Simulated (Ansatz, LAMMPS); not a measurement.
# Forces and charges in glassy 77SiO2-6B2O3-8CaO-8MgO (mol %) (142 atoms), part 2 of 2

Wanted: forces, charges and levels of glassy 77SiO2-6B2O3-8CaO-8MgO (mol %) (142 atoms).

Ansatz 0.2.0; Kohn-Sham DFT, r2SCAN, PAW (set soft_2), plane waves.

The cell: 37 Si, 6 B, 4 Ca, 4 Mg and 91 O. The quench rate of 10 K/ps is orders of magnitude faster than experiment. The network of bonds at the start is that of the classical potential that made the cell. Only the Γ point is sampled, in a cell whose shortest periodic width is 12 Å.

So far. Step 3 (Plane-wave single point): Mean Löwdin charges: B +0.66, Ca +1.80, Mg +1.67, O -0.82, Si +1.82 e (they miss 1.3 % of the electrons, so they add up to more than the cell's charge).

## Step 4: Local order

Bonds and neighbours are counted at the geometry of the runs.

Density 2.59 g/cm³, 12.71 Å³ an atom.

g(r), total and by pair (bins of 0.2 Å):

| r (Å) | total | O-O | O-Si | O-B | O-Ca | O-Mg | Si-Si |
| --- | --- | --- | --- | --- | --- | --- | --- |
| 1.30 | 0.30 | 0.00 | 0.00 | 5.55 | 0.00 | 0.00 | 0.00 |
| 1.50 | 0.90 | 0.00 | 1.46 | 7.52 | 0.00 | 0.00 | 0.00 |
| 1.70 | 3.45 | 0.00 | 10.34 | 0.00 | 0.00 | 0.00 | 0.00 |
| 1.90 | 0.13 | 0.00 | 0.00 | 0.00 | 0.00 | 3.70 | 0.00 |
| 2.10 | 0.13 | 0.00 | 0.00 | 0.00 | 0.42 | 3.28 | 0.00 |
| 2.30 | 0.30 | 0.37 | 0.00 | 0.23 | 2.92 | 0.76 | 0.00 |
| 2.50 | 0.97 | 1.96 | 0.00 | 0.00 | 3.21 | 0.99 | 0.00 |
| 2.70 | 1.63 | 3.61 | 0.00 | 0.17 | 1.38 | 0.28 | 0.00 |
| 2.90 | 0.92 | 1.25 | 0.23 | 0.46 | 0.46 | 0.72 | 1.71 |
| 3.10 | 0.80 | 0.64 | 0.48 | 0.56 | 0.22 | 0.20 | 3.06 |
| 3.30 | 0.82 | 0.57 | 0.76 | 1.55 | 0.72 | 1.09 | 1.69 |
| 3.50 | 0.75 | 0.64 | 0.95 | 0.95 | 0.33 | 1.11 | 0.00 |
| 3.70 | 1.02 | 0.84 | 1.33 | 1.95 | 0.73 | 0.43 | 0.15 |
| 3.90 | 1.27 | 0.83 | 1.90 | 1.89 | 1.28 | 1.69 | 0.61 |
| 4.10 | 1.15 | 0.61 | 1.94 | 1.18 | 0.93 | 0.94 | 0.99 |
| 4.30 | 1.10 | 0.74 | 1.50 | 0.99 | 1.39 | 1.60 | 1.48 |
| 4.50 | 1.00 | 1.02 | 0.80 | 0.71 | 1.26 | 1.37 | 1.39 |
| 4.70 | 0.99 | 1.27 | 0.72 | 0.94 | 1.16 | 0.72 | 1.05 |
| 4.90 | 1.13 | 1.52 | 0.78 | 0.87 | 1.23 | 0.49 | 1.27 |
| 5.10 | 0.99 | 1.35 | 0.52 | 0.66 | 0.99 | 1.07 | 1.25 |
| 5.30 | 0.99 | 1.12 | 0.85 | 1.02 | 0.49 | 0.50 | 1.42 |
| 5.50 | 1.03 | 1.05 | 1.03 | 0.91 | 0.98 | 0.72 | 1.03 |
| 5.70 | 0.90 | 0.80 | 1.00 | 0.81 | 0.61 | 1.03 | 0.84 |
| 5.90 | 0.95 | 0.81 | 1.10 | 1.25 | 0.85 | 1.13 | 0.66 |

Bonds by pair of elements; cutoffs follow the first minimum of g(r), held within bounds set by covalent radii, and pairs that aren't listed don't count as bonded:

| pair A-B | cutoff (Å) | bonds | mean length (Å) | spread (Å) | shortest (Å) | B about A | A about B |
| --- | --- | --- | --- | --- | --- | --- | --- |
| O-Si | 2.08 | 148 | 1.64 | 0.033 | 1.55 | 1.63 | 4 |
| O-B | 1.83 | 20 | 1.42 | 0.04 | 1.36 | 0.22 | 3.33 |
| O-Ca | 2.83 | 24 | 2.46 | 0.146 | 2.19 | 0.264 | 6 |
| O-Mg | 2.42 | 17 | 2.05 | 0.139 | 1.90 | 0.187 | 4.25 |

The cutoffs for O-Ca and O-Mg fall short of the minimum of g(r), so counts run low and odd coordinations can be artefacts.

How many atoms have how many bonded neighbours:

| element | mean | 2 | 3 | 4 | 5 | 6 | 7 |
| --- | --- | --- | --- | --- | --- | --- | --- |
| B | 3.33 | 0 | 4 | 2 | 0 | 0 | 0 |
| Ca | 6 | 0 | 0 | 0 | 1 | 2 | 1 |
| Mg | 4.25 | 0 | 0 | 3 | 1 | 0 | 0 |
| O | 2.30 | 65 | 25 | 1 | 0 | 0 | 0 |
| Si | 4 | 0 | 0 | 37 | 0 | 0 | 0 |

Bond angles (no mean is given where the spread exceeds 20°):

| angle | count | mean (°) | spread (°) |
| --- | --- | --- | --- |
| O-Si-O | 222 | 109 | 6 |
| O-Ca-O | 61 | - | - |
| Si-O-Si | 59 | 146 | 15.7 |
| O-Mg-O | 28 | - | - |
| Ca-O-Si | 26 | - | - |

Oxygen atoms by the number of network formers (Si, P, Ge, B, Al, As, Ga) bound to them:

| network formers bound to O | O atoms | per cent |
| --- | --- | --- |
| 0 | 0 | 0 |
| 1 | 14 | 15.4 |
| 2 | 77 | 84.6 |

Network units: each former by its oxygen neighbours and how many of them bridge to another former:

| former | O neighbours | bridging O | atoms |
| --- | --- | --- | --- |
| Si | 4 | 2 | 2 |
| Si | 4 | 3 | 8 |
| Si | 4 | 4 | 27 |
| B | 3 | 1 | 1 |
| B | 3 | 3 | 3 |
| B | 4 | 4 | 2 |

Bond length by coordination (bonds to H left out):

| element | coordination | atoms | mean bond length (Å) |
| --- | --- | --- | --- |
| B | 3 | 4 | 1.40 |
| B | 4 | 2 | 1.46 |
| Ca | 5 | 1 | 2.42 |
| Ca | 6 | 2 | 2.44 |
| Ca | 7 | 1 | 2.52 |
| Mg | 4 | 3 | 2.05 |
| Mg | 5 | 1 | 2.05 |
| O | 2 | 65 | 1.64 |
| O | 3 | 25 | 1.92 |
| O | 4 | 1 | 1.99 |

Rings of the network by King's shortest-path rule, up to 12 atoms, one path for each pair of neighbours; H, halogens, alkali and alkaline-earth atoms are left out, and the last column divides by all other atoms, bonded or not:

| ring size (atoms) | rings | per network atom |
| --- | --- | --- |
| 6 | 2 | 0.015 |
| 8 | 4 | 0.03 |
| 10 | 9 | 0.067 |
| 12 | 19 | 0.142 |

For some of the pairs, g(r) has its first main peak near 2.7 Å (O-O), 1.6 Å (O-Si), 1.4 Å (O-B), 2.4 Å (O-Ca), 2.0 Å (O-Mg) and 3.1 Å (Si-Si). The O-Si-O angle averages 109° with a spread of 6°. 85 % of the oxygens bridge two formers (Si and B) and 15 % are non-bridging. The commonest Si unit has 4 oxygens, 4 of them shared with other formers (27 of 37 atoms). Rings of 12 atoms are the most common (56 % of those counted); sizes run from 6 to 12, where the search stops.

A closer look about O109, whose charge lies farthest from its element's mean: 12 atoms, nearest first, numbered in the order of the input, with positions taken from that point.

| atom | x | y | z | distance (Å) | bonds | Löwdin charge (e) | Fx | Fy | Fz (eV/Å) |
| --- | --- | --- | --- | --- | --- | --- | --- | --- | --- |
| O109 | 0.00 | 0.00 | 0.00 | 0.00 | 3 | -1.07 | 1.36 | 1.56 | -1.34 |
| Si20 | 1.58 | 0.51 | -0.10 | 1.66 | 4 | 1.65 | -0.36 | -1.48 | 1.06 |
| Mg48 | -0.52 | 0.69 | -1.91 | 2.09 | 4 | 1.65 | -0.46 | 0.35 | 0.04 |
| Ca44 | -2.14 | -0.37 | 0.27 | 2.19 | 6 | 1.80 | -0.19 | 1.10 | -0.92 |
| O99 | 1.43 | 1.94 | -1.03 | 2.62 | 3 | -0.89 | -1.16 | 0.77 | -0.05 |
| O83 | 2.06 | 0.94 | 1.40 | 2.66 | 2 | -0.85 | 0.59 | 0.69 | 1.13 |
| O79 | 2.56 | -0.52 | -0.75 | 2.71 | 2 | -0.98 | 0.41 | -0.68 | 0.38 |
| O95 | 0.72 | -2.59 | 1.24 | 2.96 | 3 | -1.06 | -0.15 | -0.71 | -0.22 |
| O82 | -2.01 | -0.50 | -2.13 | 2.97 | 3 | -1.05 | -0.63 | 0.65 | -1.09 |
| O89 | -1.70 | 2.18 | -1.09 | 2.98 | 4 | -0.95 | 0.35 | -1.44 | -0.09 |
| Mg51 | -0.31 | 2.96 | 0.11 | 2.98 | 5 | 1.66 | -1.80 | 0.19 | 0.88 |
| O73 | -0.55 | -2.78 | -1.16 | 3.06 | 2 | -0.81 | 0.44 | 0.46 | -1.60 |

The column of bonds counts only the pairs O-Si within 2.08 Å, O-B within 1.83 Å, O-Ca within 2.83 Å, O-Mg within 2.42 Å; other neighbours, such as metal atoms beside each other in a compound, aren't counted, and periodic images can show an atom twice.

## Step 5: What came out

| Property | Result |
| --- | --- |
| free energy per atom | -644.2545 eV/atom |
| pressure | -4.685 GPa |
| r.m.s. force component | 1.085 eV/Å |
| gap (highest filled to lowest empty level) | 3.744 eV |
| wall time of the 1 DFT run | 47 s |

**Reading.** Between filled and empty levels lie 3.74 eV (at Γ alone); a semilocal functional tends to put such gaps too low. In a disordered cell it changes from sample to sample, and tail or defect levels can set it. 85 % of the oxygens bridge two formers (Si and B) and 15 % are non-bridging.

**Limits.** The force components of 1.1 eV/Å r.m.s. reflect the temperature of the frame as well as the gap between the generating potential and DFT. The pressure of -4.7 GPa is that of one thermal frame, in which the classical model's bond lengths enter as well as the volume, without the kinetic term.

[Hosts, paths, dates, database ids (printed as entryN), source tags and the programs' standing remarks are cut or masked in the printed files.]
